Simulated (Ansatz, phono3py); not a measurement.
# ZnO (zincite, P6_3mc): thermal conductivity with phono3py, part 3 of 5

Wanted: the sensitivity of κ of ZnO (zincite) to the choices of the transport step.

Experimental results on record:
- thermal conductivity 60 W/m/K near room temperature (given in “Combining the AFLOW GIBBS and Elastic Libraries to efficiently and robustly screen thermo-mechanical properties of solids”, 2017, arXiv:1611.05714)

Ansatz 0.2.0 and phono3py 4.10.0; DFT LDA, scalar-relativistic, plane waves, PAW; PAW set soft_1 (the session's first sound run).

So far, κ at 300 K (W/m/K): step 3 (relaxation-time solution) 44.6; step 8 (q-mesh of the transport sums 11×11×7) 43.1; step 9 (q-mesh of the transport sums 15×15×9) 44.5; step 10 (q-mesh of the transport sums 21×21×11) 45.0; step 11 (q-mesh of the transport sums 25×25×15) 45.5.

### Step 13. Boundary scattering, third order supercell 3×3×2, supercell 3×3×2

A boundary term v/L is added to each rate, a simple model of grains or a thin sample.

This step: DFT LDA, scalar-relativistic, plane waves, PAW; PAW set soft_1; phono3py on Ansatz's force constants (phono3py 4.10.0).

Contents of phono3py.yaml:

```yaml
phono3py:
  version: "4.10.0"
  frequency_unit_conversion_factor: 15.633302
  symmetry_tolerance: 1.00000e-05

physical_unit:
  atomic_mass: "AMU"
  length: "angstrom"

space_group:
  type: "P6_3mc"
  number: 186
  Hall_symbol: "P 6c -2c"

primitive_matrix:
- [  1.000000000000000,  0.000000000000000,  0.000000000000000 ]
- [  0.000000000000000,  1.000000000000000,  0.000000000000000 ]
- [  0.000000000000000,  0.000000000000000,  1.000000000000000 ]

supercell_matrix:
- [   3,   0,   0 ]
- [   0,   3,   0 ]
- [   0,   0,   2 ]

# [primitive_cell block left out]
unit_cell:
  lattice:
  - [     3.187454989807928,     0.000000000000000,     0.000000000000000 ] # a
  - [    -1.593727494903964,     2.760416994593134,     0.000000000000000 ] # b
  - [     0.000000000000000,     0.000000000000000,     5.152403076900000 ] # c
  points:
  - symbol: Zn # 1
    coordinates: [  0.333333333333333,  0.666666666666667,  0.500272443900000 ]
    mass: 65.380000
    reduced_to: 1
  - symbol: Zn # 2
    coordinates: [  0.666666666666667,  0.333333333333333,  0.000272443900000 ]
    mass: 65.380000
    reduced_to: 2
  - symbol: O # 3
    coordinates: [  0.666666666666667,  0.333333333333333,  0.378737556100000 ]
    mass: 15.999000
    reduced_to: 3
  - symbol: O # 4
    coordinates: [  0.333333333333333,  0.666666666666667,  0.878737556100000 ]
    mass: 15.999000
    reduced_to: 4

# [supercell block left out]
phonon_supercell_matrix:
- [   3,   0,   0 ]
- [   0,   3,   0 ]
- [   0,   0,   2 ]

# [phonon_primitive_cell block left out]
# [phonon_supercell block left out]
nac:
  born_effective_charge:
  - # 1 (Zn)
    - [  2.078468671985110,  0.000000000000000,  0.000000000000000 ]
    - [  0.000000000000000,  2.078468671985110,  0.000000000000000 ]
    - [  0.000000000000000,  0.000000000000000,  2.135284121264721 ]
  - # 2 (Zn)
    - [  2.078468671985111,  0.000000000000000,  0.000000000000000 ]
    - [  0.000000000000000,  2.078468671985110,  0.000000000000000 ]
    - [  0.000000000000000,  0.000000000000000,  2.135284121264721 ]
  - # 3 (O)
    - [ -2.078468671985111,  0.000000000000000,  0.000000000000000 ]
    - [  0.000000000000000, -2.078468671985111,  0.000000000000000 ]
    - [  0.000000000000000,  0.000000000000000, -2.135284121264721 ]
  - # 4 (O)
    - [ -2.078468671985111,  0.000000000000000,  0.000000000000000 ]
    - [  0.000000000000000, -2.078468671985110,  0.000000000000000 ]
    - [  0.000000000000000,  0.000000000000000, -2.135284121264721 ]
  dielectric_constant:
    - [  5.064467165531927,  0.000000000000000,  0.000000000000000 ]
    - [  0.000000000000000,  5.064467165531926,  0.000000000000000 ]
    - [  0.000000000000000,  0.000000000000000,  5.118696185417106 ]
  unit_conversion_factor: 14.399645
```

On the command line:

```
$ phono3py phono3py.yaml --mesh 17 17 9 --br --isotope --boundary-mfp 0.01 --ts 100 150 200 300 400 500 600 800
```

Log:

```text
[banner, memory and clock lines left out]
Rust backend (phonors) using rayon (8 threads).
Running in phono3py.load mode.
Spglib version 2.8.0
----------------------------- General settings -----------------------------
Run mode: conductivity-RTA
HDF5 data compression filter: gzip
Crystal structure was read from "phono3py.yaml".
Supercell (dim): [3 3 2]
Phonon supercell (dim-fc2): [3 3 2]
Primitive matrix:
  [1. 0. 0.]
  [0. 1. 0.]
  [0. 0. 1.]
Spacegroup: P6_3mc (186)
Use -v option to watch primitive cell, unit cell, and supercell structures.
NAC parameters were read from "phono3py.yaml".
fc3 was read from "fc3.hdf5".
fc2 was read from "fc2.hdf5".
----------------------------- Force constants ------------------------------
Max drift of fc3: -0.00000300 (yyy) -0.00000300 (yyy) -0.00000300 (yyy)
Max drift of fc2: 0.00000900 (zy) 0.00000900 (zy)
--------------------------- Calculation settings ---------------------------
Non-analytical term correction (NAC): True
NAC unit conversion factor:  14.39964
BZ integration: Tetrahedron-method
Temperature:  100.0  150.0  200.0  300.0  400.0 ... 800.0
Cutoff frequency: 0.01
Mesh sampling: [ 17 17 9 ]
Generating grid system ... [ 17 17 9 ]
fc3-r2q-transformation over three atoms: True
--------------------------- Phonon calculations ----------------------------
  PRB 50, 13035(R) (1994), PRB 55, 10355 (1997)
  G-cutoff distance: 1.16, Number of G-points: 313, Lambda: 0.27
Running harmonic phonon calculations...
-------------------- Lattice thermal conductivity (RTA) --------------------
Running heat capacity calculations...
Running velocity calculations...
Running isotope scattering calculations with tetrahedron method...
======================= Grid point 0 (1/165) =======================
q-point: ( 0.00  0.00  0.00)
Boundary mean free path (micrometer): 0.01000
Mass variance parameters: 5.98e-04 5.98e-04 3.36e-05 3.36e-05
Number of triplets: 165
Frequency     group velocity (x, y, z)     |gv|
  -0.005   (   0.000    0.000    0.000)    0.000
  -0.003   (   0.000    0.000    0.000)    0.000
   0.004   (   0.000    0.000   -0.000)    0.000
   2.699   (   0.000   -0.000    0.000)    0.000
   2.699   (   0.000   -0.000   -0.000)    0.000
   7.822   (  -0.000   -0.000    0.000)    0.000
  11.690   (   0.000    0.000    0.000)    0.000
  12.246   (   0.000   -0.000    0.000)    0.000
  12.246   (   0.000   -0.000    0.000)    0.000
  13.228   (   0.000    0.000   -0.000)    0.000
  13.228   (   0.000    0.000   -0.000)    0.000
  16.577   (   0.000    0.000   -0.000)    0.000
======================= Grid point 1 (2/165) =======================
q-point: ( 0.06  0.00  0.00)
Boundary mean free path (micrometer): 0.01000
Mass variance parameters: 5.98e-04 5.98e-04 3.36e-05 3.36e-05
Number of triplets: 405
Frequency     group velocity (x, y, z)     |gv|
   0.468   (  18.964   10.949    0.000)   21.898
   0.500   (  24.104   13.916    0.000)   27.833
   1.250   (  49.018   28.300    0.000)   56.601
   2.706   (   0.774    0.447    0.000)    0.894
[...]
[162 grid points left out]
======================= Grid point 1321 (165/165) =======================
q-point: ( 0.35  0.29  0.44)
Boundary mean free path (micrometer): 0.01000
Mass variance parameters: 5.98e-04 5.98e-04 3.36e-05 3.36e-05
Number of triplets: 693
Frequency     group velocity (x, y, z)     |gv|
[...]
7.717   (   0.044   -0.076    4.024)    4.025
   7.743   (   1.040   -1.802    1.656)    2.659
  13.627   (  -0.483    0.836   -1.085)    1.452
  13.674   (   1.356   -2.349   -5.411)    6.053
  15.287   (  -4.544    7.870   10.535)   13.913
  15.506   (  -5.094    8.823   -9.541)   13.958
  16.192   (   2.842   -4.922    1.989)    6.021
  16.210   (   3.784   -6.554    0.276)    7.572
=================== End of collection of collisions ===================
----------- Thermal conductivity (W/m-k) with tetrahedron method -----------
#  T(K)        xx         yy         zz         yz         xz         xy
  100.0       6.194      6.194      7.507     -0.000     -0.000      0.000
  150.0       7.270      7.270      8.745     -0.000     -0.000      0.000
  200.0       7.614      7.614      9.082     -0.000     -0.000      0.000
  300.0       7.459      7.459      8.796     -0.000      0.000      0.000
  400.0       6.999      6.999      8.196     -0.000      0.000      0.000
  500.0       6.522      6.522      7.600     -0.000      0.000      0.000
  600.0       6.090      6.090      7.070     -0.000      0.000      0.000
  800.0       5.377      5.377      6.206     -0.000      0.000      0.000

Thermal conductivity related properties were written into
"kappa-m17179.hdf5".
Summary of calculation was written in "phono3py.yaml".
```

Wall time 43 s (8 threads of Intel Xeon at 2.70GHz, shared host); peak memory 0.1 GiB.

Numbers from this step:

```yaml
kappa_at_300_k: 7.905 W/m/K
kappa_xx_yy_zz_at_300_k: 7.459, 7.459, 8.796 W/m/K
```

W/m/K. Kappa, by row:

```
T (K)     xx     yy     zz  yz  xz  xy
  100  6.194  6.194  7.507   0   0   0
  150   7.27   7.27  8.745   0   0   0
  200  7.614  7.614  9.082   0   0   0
  300  7.459  7.459  8.796   0   0   0
  400  6.999  6.999  8.196   0   0   0
  500  6.522  6.522    7.6   0   0   0
  600   6.09   6.09   7.07   0   0   0
  800  5.377  5.377  6.206   0   0   0
```

κ at 300 K goes from 44.6 in the base run to 7.91 W/(m K).

### Step 14. Boundary scattering, third order supercell 3×3×2, supercell 3×3×2 (run 2)

A boundary term v/L is added to each rate, a simple model of grains or a thin sample.

phono3py.yaml is that of step 13.

On the command line:

```
$ phono3py phono3py.yaml --mesh 17 17 9 --br --isotope --boundary-mfp 0.3 --ts 100 150 200 300 400 500 600 800
```

Log:

```text
[banner, memory and clock lines left out]
Rust backend (phonors) using rayon (8 threads).
Running in phono3py.load mode.
Spglib version 2.8.0
----------------------------- General settings -----------------------------
Run mode: conductivity-RTA
HDF5 data compression filter: gzip
Crystal structure was read from "phono3py.yaml".
Supercell (dim): [3 3 2]
Phonon supercell (dim-fc2): [3 3 2]
Primitive matrix:
  [1. 0. 0.]
  [0. 1. 0.]
  [0. 0. 1.]
Spacegroup: P6_3mc (186)
Use -v option to watch primitive cell, unit cell, and supercell structures.
[...]
----------- Thermal conductivity (W/m-k) with tetrahedron method -----------
#  T(K)        xx         yy         zz         yz         xz         xy
  100.0      55.579     55.579     63.702     -0.000      0.000     -0.000
  150.0      48.500     48.500     55.275     -0.000      0.000     -0.000
  200.0      40.979     40.979     46.429     -0.000      0.000     -0.000
[...]
600.0      17.350     17.350     19.279     -0.000      0.000     -0.000
  800.0      13.545     13.545     15.004     -0.000      0.000     -0.000

Thermal conductivity related properties were written into
"kappa-m17179.hdf5".
Summary of calculation was written in "phono3py.yaml".
```

It took 36 s on 8 threads; peak memory 0.1 GiB.

Numbers from this step:

```
κ at 300 K            : 31.82 W/m/K
κ xx, yy, zz at 300 K : 30.56, 30.56, 34.33 W/m/K
```

W/m/K. Kappa, by row:

```
T (K)     xx     yy     zz  yz  xz  xy
  100  55.58  55.58   63.7   0   0   0
  150   48.5   48.5  55.27   0   0   0
  200  40.98  40.98  46.43   0   0   0
  300  30.56  30.56  34.33   0   0   0
  400  24.32  24.32  27.18   0   0   0
  500  20.23  20.23  22.53   0   0   0
  600  17.35  17.35  19.28   0   0   0
  800  13.55  13.55     15   0   0   0
```

κ at 300 K goes from 44.6 in the base run to 31.8 W/(m K).

### Step 15. Direct solution of the linearised equation, third order supercell 3×3×2, supercell 3×3×2

Solving the linearised equation directly keeps the heat that normal processes pass on between modes; it is dearer, so the mesh may be smaller.

phono3py.yaml is that of step 14.

On the command line:

```
$ phono3py phono3py.yaml --mesh 17 17 9 --lbte --isotope --ts 100 300 600
```

Log:

```text
[banner, memory and clock lines left out]
Rust backend (phonors) using rayon (8 threads).
Running in phono3py.load mode.
Spglib version 2.8.0
----------------------------- General settings -----------------------------
Run mode: conductivity-LBTE
HDF5 data compression filter: gzip
Crystal structure was read from "phono3py.yaml".
Supercell (dim): [3 3 2]
Phonon supercell (dim-fc2): [3 3 2]
Primitive matrix:
  [1. 0. 0.]
  [0. 1. 0.]
  [0. 0. 1.]
Spacegroup: P6_3mc (186)
Use -v option to watch primitive cell, unit cell, and supercell structures.
NAC parameters were read from "phono3py.yaml".
fc3 was read from "fc3.hdf5".
fc2 was read from "fc2.hdf5".
----------------------------- Force constants ------------------------------
Max drift of fc3: -0.00000300 (yyy) -0.00000300 (yyy) -0.00000300 (yyy)
Max drift of fc2: 0.00000900 (zy) 0.00000900 (zy)
--------------------------- Calculation settings ---------------------------
Non-analytical term correction (NAC): True
NAC unit conversion factor:  14.39964
BZ integration: Tetrahedron-method
Temperatures: 100.0  300.0  600.0
Cutoff frequency: 0.01
Mesh sampling: [ 17 17 9 ]
Generating grid system ... [ 17 17 9 ]
fc3-r2q-transformation over three atoms: True
--------------------------- Phonon calculations ----------------------------
  PRB 50, 13035(R) (1994), PRB 55, 10355 (1997)
  G-cutoff distance: 1.16, Number of G-points: 313, Lambda: 0.27
Running harmonic phonon calculations...
------------------- Lattice thermal conductivity (LBTE) -------------------
Running heat capacity calculations...
Running velocity calculations...
Running isotope scattering calculations with tetrahedron method...
======================= Grid point 0 (1/165) =======================
q-point: ( 0.00  0.00  0.00)
Boundary mean free path (millimeter): 1000.000
Mass variance parameters: 5.98e-04 5.98e-04 3.36e-05 3.36e-05
Number of triplets: 165
Frequency     group velocity (x, y, z)     |gv|
  -0.005   (   0.000    0.000    0.000)    0.000
  -0.003   (   0.000    0.000    0.000)    0.000
   0.004   (   0.000    0.000   -0.000)    0.000
[...]
======================= Grid point 1 (2/165) =======================
q-point: ( 0.06  0.00  0.00)
Boundary mean free path (millimeter): 1000.000
Mass variance parameters: 5.98e-04 5.98e-04 3.36e-05 3.36e-05
Number of triplets: 405
Frequency     group velocity (x, y, z)     |gv|
[...]
[162 grid points left out]
======================= Grid point 1321 (165/165) =======================
q-point: ( 0.35  0.29  0.44)
Boundary mean free path (millimeter): 1000.000
Mass variance parameters: 5.98e-04 5.98e-04 3.36e-05 3.36e-05
Number of triplets: 693
Frequency     group velocity (x, y, z)     |gv|
[...]
16.192   (   2.842   -4.922    1.989)    6.021
  16.210   (   3.784   -6.554    0.276)    7.572
=================== End of collection of collisions ===================
- Collision matrix shape (1, 3, 165, 12, 3, 165, 12, 3)
- Averaging collision matrix elements by phonon degeneracy [0.318s]
- Making collision matrix symmetric (Rust) [0.084s]
Diagonalize by scipy.linalg.lapack.dsyev sum=2.0e+02 d=-2.8e-14 [462.740s]
Pinv by ignoring 1492/5940 dims under abs(eig)<1.0e-08 (np.dot) [0.063s]
----------- Thermal conductivity (W/m-k) with tetrahedron method -----------
#  T(K)        xx         yy         zz         yz         xz         xy
  100.0     139.311    139.311    165.642      0.000     -0.000      0.000
  (RTA)     130.339    130.339    158.065     -0.000     -0.000      0.000
Diagonalize by scipy.linalg.lapack.dsyev
```

Run time: 13 min. Hardware: 8 threads; peak memory 0.98 GiB.

The run was cut off at its time limit.

### Step 16. Adding coherences, third order supercell 3×3×2, supercell 3×3×2

Close branches can carry heat by tunnelling between them, which the particle picture leaves out.

phono3py.yaml is that of step 15.

On the command line:

```
$ phono3py phono3py.yaml --mesh 17 17 9 --br --isotope --tt smm19 --ts 100 150 200 300 400 500 600 800
```

Log:

```text
[banner, memory and clock lines left out]
Rust backend (phonors) using rayon (8 threads).
Running in phono3py.load mode.
Spglib version 2.8.0
----------------------------- General settings -----------------------------
Run mode: conductivity-RTA
HDF5 data compression filter: gzip
Crystal structure was read from "phono3py.yaml".
Supercell (dim): [3 3 2]
Phonon supercell (dim-fc2): [3 3 2]
Primitive matrix:
  [1. 0. 0.]
  [0. 1. 0.]
  [0. 0. 1.]
Spacegroup: P6_3mc (186)
Use -v option to watch primitive cell, unit cell, and supercell structures.
NAC parameters were read from "phono3py.yaml".
fc3 was read from "fc3.hdf5".
fc2 was read from "fc2.hdf5".
----------------------------- Force constants ------------------------------
Max drift of fc3: -0.00000300 (yyy) -0.00000300 (yyy) -0.00000300 (yyy)
Max drift of fc2: 0.00000900 (zy) 0.00000900 (zy)
--------------------------- Calculation settings ---------------------------
Non-analytical term correction (NAC): True
NAC unit conversion factor:  14.39964
BZ integration: Tetrahedron-method
Temperature:  100.0  150.0  200.0  300.0  400.0 ... 800.0
Cutoff frequency: 0.01
Mesh sampling: [ 17 17 9 ]
Generating grid system ... [ 17 17 9 ]
fc3-r2q-transformation over three atoms: True
Optional transport type: SMM19
--------------------------- Phonon calculations ----------------------------
  PRB 50, 13035(R) (1994), PRB 55, 10355 (1997)
  G-cutoff distance: 1.16, Number of G-points: 313, Lambda: 0.27
Running harmonic phonon calculations...
-------------------- Lattice thermal conductivity (RTA) --------------------
Running heat capacity calculations...
Running velocity calculations...
Running isotope scattering calculations with tetrahedron method...
======================= Grid point 0 (1/165) =======================
q-point: ( 0.00  0.00  0.00)
Boundary mean free path (millimeter): 1000.000
Mass variance parameters: 5.98e-04 5.98e-04 3.36e-05 3.36e-05
Number of triplets: 165
Frequency     group velocity (x, y, z)     |gv|
  -0.005   (   0.000    0.000    0.000)    0.000
  -0.003   (   0.000    0.000    0.000)    0.000
   0.004   (   0.000    0.000    0.000)    0.000
   2.699   (   0.000   -0.000   -0.000)    0.000
   2.699   (   0.000    0.000    0.000)    0.000
   7.822   (   0.000   -0.000   -0.000)    0.000
  11.690   (   0.000   -0.000   -0.000)    0.000
  12.246   (   0.000   -0.000    0.000)    0.000
  12.246   (   0.000    0.000   -0.000)    0.000
  13.228   (   0.000   -0.000    0.000)    0.000
  13.228   (   0.000    0.000   -0.000)    0.000
  16.577   (   0.000   -0.000   -0.000)    0.000
======================= Grid point 1 (2/165) =======================
q-point: ( 0.06  0.00  0.00)
Boundary mean free path (millimeter): 1000.000
Mass variance parameters: 5.98e-04 5.98e-04 3.36e-05 3.36e-05
Number of triplets: 405
Frequency     group velocity (x, y, z)     |gv|
   0.468   (  18.964   10.949    0.000)   21.898
   0.500   (  24.104   13.916    0.000)   27.833
   1.250   (  49.018   28.300    0.000)   56.601
   2.706   (   0.774    0.447    0.000)    0.894
[...]
[162 grid points left out]
======================= Grid point 1321 (165/165) =======================
q-point: ( 0.35  0.29  0.44)
Boundary mean free path (millimeter): 1000.000
Mass variance parameters: 5.98e-04 5.98e-04 3.36e-05 3.36e-05
Number of triplets: 693
Frequency     group velocity (x, y, z)     |gv|
[...]
7.717   (   0.044   -0.076    4.024)    4.025
   7.743   (   1.040   -1.802    1.656)    2.659
  13.627   (  -0.483    0.836   -1.085)    1.452
  13.674   (   1.356   -2.349   -5.411)    6.053
  15.287   (  -4.544    7.870   10.535)   13.913
  15.506   (  -5.094    8.823   -9.541)   13.958
  16.192   (   2.842   -4.922    1.989)    6.021
  16.210   (   3.784   -6.554    0.276)    7.572
=================== End of collection of collisions ===================
----------- Thermal conductivity (W/m-k) with tetrahedron method -----------
#          T(K)        xx         yy         zz         yz         xz         xy
K_intra   100.0     130.339    130.339    158.065     -0.000     -0.000     -0.000
K_intra   150.0      88.853     88.853    104.327     -0.000     -0.000     -0.000
K_intra   200.0      65.687     65.687     75.555     -0.000      0.000     -0.000
K_intra   300.0      42.752     42.752     48.260     -0.000      0.000      0.000
K_intra   400.0      31.788     31.788     35.621     -0.000      0.000      0.000
K_intra   500.0      25.380     25.380     28.338     -0.000      0.000      0.000
K_intra   600.0      21.159     21.159     23.578     -0.000      0.000      0.000
K_intra   800.0      15.917     15.917     17.698     -0.000      0.000      0.000

K_inter   100.0       0.010      0.010      0.010     -0.000      0.000      0.000
K_inter   150.0       0.024      0.024      0.022     -0.000      0.000      0.000
K_inter   200.0       0.040      0.040      0.038     -0.000      0.000      0.000
K_inter   300.0       0.070      0.070      0.069     -0.000      0.000      0.000
K_inter   400.0       0.094      0.094      0.096     -0.000      0.000      0.000
K_inter   500.0       0.114      0.114      0.120     -0.000      0.000      0.000
K_inter   600.0       0.132      0.132      0.140     -0.000      0.000      0.000
K_inter   800.0       0.162      0.162      0.175     -0.000      0.000      0.000

K_TOT     100.0     130.349    130.349    158.076     -0.000     -0.000     -0.000
K_TOT     150.0      88.877     88.877    104.350     -0.000     -0.000     -0.000
K_TOT     200.0      65.727     65.727     75.593     -0.000      0.000     -0.000
K_TOT     300.0      42.822     42.822     48.329     -0.000      0.000      0.000
K_TOT     400.0      31.882     31.882     35.717     -0.000      0.000      0.000
K_TOT     500.0      25.494     25.494     28.457     -0.000      0.000      0.000
K_TOT     600.0      21.291     21.291     23.718     -0.000      0.000      0.000
K_TOT     800.0      16.079     16.079     17.873     -0.000      0.000      0.000

Thermal conductivity related properties were written into
"kappa-m17179.hdf5".
Summary of calculation was written in "phono3py.yaml".
```

Wall time 39 s (8 threads); peak memory 0.11 GiB.

This step gave:

* κ at 300 K: 44.66 W/m/K
* κ xx, yy, zz at 300 K: 42.82, 42.82, 48.33 W/m/K

W/m/K. Kappa, by row:

```
T (K)     xx     yy     zz  yz  xz  xy  intra mean  inter mean
  100  130.3  130.3  158.1   0   0   0       139.6     0.01025
  150  88.88  88.88  104.3   0   0   0       94.01     0.02349
  200  65.73  65.73  75.59   0   0   0       68.98     0.03936
  300  42.82  42.82  48.33   0   0   0       44.59     0.06944
  400  31.88  31.88  35.72   0   0   0       33.07     0.09461
  500  25.49  25.49  28.46   0   0   0       26.37      0.1159
  600  21.29  21.29  23.72   0   0   0       21.97      0.1345
  800  16.08  16.08  17.87   0   0   0       16.51      0.1663
```

κ at 300 K goes from 44.6 in the base run to 44.7 W/(m K).

(Part 3 of 5 ends here.)

[Logs are printed without paths, hosts, clocks, repeated set-up lines and the standing remarks that a program may print on its own settings, such as how far it seeks lower states.]

[Hosts, paths, dates, database ids (printed as entryN), source tags and the programs' standing remarks are cut or masked in the printed files.]

[A step with changed settings may run another functional than the one named; its input shows which.]
